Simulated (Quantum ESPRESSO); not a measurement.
# Gap and tunnelling decay at a withheld lattice constant: LiMgF3, cubic perovskite type

How the rows were computed: Quantum ESPRESSO 7.5 (pw.x, pwcond.x with ikind = 0), PBE, GBRV ultrasoft, cubic crystals. κ is the slowest decay along [001] at mid-gap among three points across the current.

| a (Å) | gap on the mesh (eV) | κ (1/Å) |
| --- | --- | --- |
| 3.690 | 6.615 | 0.560 |
| 3.807 | 6.192 | 0.543 |
| 4.043 | 5.450 | 0.512 |
| 4.161 | 5.123 | 0.497 |

**Question.** What are gap and κ at a = 3.925 Å?

**Worked estimate.** A line through the rows at 3.807 and 4.043 Å gives a gap of 6.192 + 0.500 × (5.450 − 6.192) = 5.82 eV and κ = 0.528 1/Å. The two-band model κ = 0.5123 √(m* E_g/4) needs m* = 0.726 at 3.807 Å; with that mass and the new gap, κ = 0.526 1/Å.

What the calculation gave: The gap is 5.805 eV and κ = 0.526 1/Å. The line misses the gap by +0.016 eV and κ by +0.3 %; the two-band estimate misses κ by +0.1 %.

Caveats: The structure type is imposed. Local and semilocal gaps and decay constants are too small; no spin-orbit coupling. For an indirect gap m* is a fitting number alone.
